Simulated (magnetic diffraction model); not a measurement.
# Mg₂FeBi₃Pt₇: what an assumed order does to the neutron pattern

Space group I-4m2 (no. 119), a = 4.0800 Å, c = 28.0520 Å.

```
site  atom    x    y       z
  2d    Bi  1/2    0     1/4
  4e    Bi    0    0  0.1188
  2a    Pt    0    0       0
  4e    Pt    0    0  0.2063
  4f    Pt  1/2    0  0.0709
  4f    Pt    0  1/2  0.0712
  2b    Fe  1/2  1/2       0
  4e    Mg    0    0  0.3349
```

The compound is invented for this exercise: a known structure type with other elements, its cell scaled to their sizes and not relaxed.

Only Fe is taken to order (form factors of Fe2+); orders and moment sizes are assumed, and not adapted to the symmetry. Radiation: neutrons of λ = 2.0775 Å, 3° to 50°; isotropic B of 0.54 Å² (Bi), 0.52 Å² (Pt), 0.72 Å² (Fe) and 0.88 Å² (Mg). Simulated constant-wavelength pattern: nuclear and magnetic terms add, the magnetic one as |2.695 fm × Σ f S⊥ exp(2πi Q·r) exp(−B s²)|², summed over all Q at one angle with the factor 1/(sin²θ cos θ). For a modulated order the moment at position r is S exp(−2πi k·r) + c.c., with S = m/2 for a sine wave of amplitude m and S = m(u + iv)/2 for moments turning in a plane, u and v being orthogonal unit vectors in it; the phase factor of the sum at Q = H + k is then exp(2πi H·r). Free-ion form factors, Sears's scattering lengths of 1992, no absorption; a label names one of the reflections at its angle. The strongest nuclear line in the range is 100, and lines under 0.2 are left out.

Assume the order k = (0 0 1/5), moments turning in the plane of [100] and [010], 1.24 μB on Fe.

Q: Where does magnetic intensity appear, and how strong is it?

| 2θ (°) | index | nuclear | magnetic |
| --- | --- | --- | --- |
| 7.64 | (0 0 9/5) | 0.0 | 3.3 |
| 8.49 | (0 0 2) | 100.0 | 0.0 |
| 9.35 | (0 0 11/5) | 0.0 | 2.2 |
| 16.18 | (0 0 19/5) | 0.0 | 0.7 |
| 17.04 | (0 0 4) | 3.7 | 0.0 |
| 17.89 | (0 0 21/5) | 0.0 | 0.6 |
| 24.80 | (0 0 29/5) | 0.0 | 0.3 |
| 25.67 | (0 0 6) | 13.3 | 0.0 |
| 26.55 | (0 0 31/5) | 0.0 | 0.2 |
| 29.70 | (1 0 4/5) | 0.0 | 0.3 |
| 29.82 | (1 0 1) | 37.2 | 0.0 |
| 29.96 | (1 0 6/5) | 0.0 | 0.3 |
| 31.91 | (1 0 14/5) | 0.0 | 0.3 |
| 32.26 | (1 0 3) | 37.1 | 0.0 |
| 32.62 | (1 0 16/5) | 0.0 | 0.3 |
| 34.46 | (0 0 8) | 1.5 | 0.0 |
| 36.18 | (1 0 24/5) | 0.0 | 0.3 |
| 36.70 | (1 0 5) | 8.2 | 0.0 |
| 37.23 | (1 0 26/5) | 0.0 | 0.2 |
| 42.21 | (1 1 0) | 15.3 | 0.0 |
| 42.61 | (1 0 7) | 25.5 | 0.0 |
| 43.13 | (1 1 2) | 22.9 | 0.0 |
| 43.47 | (0 0 10) | 7.3 | 0.0 |
| 45.83 | (1 1 4) | 1.7 | 0.0 |
| 49.59 | (1 0 9) | 97.8 | 0.0 |

The strongest magnetic line in the range is (0 0 9/5) at 7.64° (3.3). Below the range, at 0.85°, lies the magnetic line (0 0 1/5) with 270. On top of the Lorentz factor, which all lines share, magnetic lines fade with angle because f falls: for Fe2+ it is 0.90, 0.68, 0.45 and 0.15 at sin θ/λ = 0.1, 0.2, 0.3 and 0.5 Å⁻¹, while nuclear lengths stay constant. The order has no net moment.

[Logs are printed without paths, hosts, clocks, repeated set-up lines and the standing remarks that a program may print on its own settings, such as how far it seeks lower states.]
